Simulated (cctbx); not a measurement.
**Symmetry from intensities**

Cell: a = 7.8960 Å, b = 9.8420 Å, c = 3.1300 Å, α = 90.00°, β = 90.00°, γ = 90.00°. Expected content of the cell: Os4 W8 C4 B4.

Simulated single-crystal data (cctbx): Mo Kα, λ = 0.71073 Å, to d = 0.6 Å, 50 % of the full sphere, strongest reflection 40000 counts, noise from counting, a 4 % proportional error and a noise floor of 4 counts (s.d.); no absorption, some extinction.

A first pass over the reflections prints:

```text
2415 reflections to d = 0.600 A
centring   violations  <I/sigma> of those
    A        892 of  1195     12.8
    B        893 of  1213     12.8
    C        911 of  1232     12.4
    I        870 of  1230     12.5
    R       1204 of  1613     13.0
    F       1348 of  1820     12.7
Laue class    unique    Rint  (classes that these axes allow; Friedel mates merged)
P -1             1803   0.027
P 1 2/m 1        1158   0.028
P 1 1 2/m        1216   0.029
P 2/m 1 1        1158   0.029
P m m m           724   0.031
space group    extra absences  I>4sigma  <I/sigma>
P 2 2 2                 0          0         -  acentric
P 2 2 21                6          0      -0.4  acentric
P 21 2 2                8          0      -0.2  acentric
P 2 21 2                7          0       0.2  acentric
P 21 21 2              15          0      -0.0  acentric
P 2 21 21              13          0      -0.1  acentric
P 21 2 21              14          0      -0.3  acentric
P 21 21 21             21          0      -0.1  acentric
P m m 2                 0          0         -  acentric
P 2 m m                 0          0         -  acentric
P m 2 m                 0          0         -  acentric
P m n 21               71          0       0.2  acentric
P n m 21               66          0      -0.0  acentric
P 21 n m               71          0       0.2  acentric
P n 21 m               66          0      -0.0  acentric
P n n 2               131          0       0.1  acentric
P m m m                 0          0         -  centric
P n n m               131          0       0.1  centric
P n m m :1             66          0      -0.0  centric
P n m m :2             66          0      -0.0  centric
P m n m :1             71          0       0.2  centric
P m n m :2             71          0       0.2  centric
Wilson B = 0.46 A^2   <|E^2-1|> = 0.989 (0.968 centric, 0.736 acentric)   E^2>4: 5.2 %
shell (A)         n   <I/sigma>
 9.84 - 1.20    110     18.5
 1.20 - 0.95     95     20.6
 0.95 - 0.83     87     25.8
 0.83 - 0.76     90     17.6
 0.76 - 0.70     86     21.5
 0.70 - 0.66     81     24.8
 0.66 - 0.63     83     20.3
 0.63 - 0.60     92     18.8
```

**Question.** What are the lattice type, the Laue class and the likely space group?

Every centring test has many violations, so the lattice is primitive.

Rint stays low (0.027 to 0.031) up to P m m m, the highest class in these axes.

22 settings pass the absence test. The most absences obeyed, 131, belong to P n n 2 and P n n m, which absences can't tell apart.

⟨|E²−1|⟩ = 0.989 leans to a centrosymmetric structure. The Wilson B of 0.46 Å² means U ≈ 0.0058 Å².

The true group is Pnnm (no. 58), Laue class mmm, centrosymmetric. The tables only narrow the choice to the tied entries; cell content, site symmetry and trial solutions must settle it.

This is a model crystal, built by substitution and not relaxed, with assumed displacement parameters.

[Logs are printed without paths, hosts, clocks, repeated set-up lines and the standing remarks that a program may print on its own settings, such as how far it seeks lower states.]
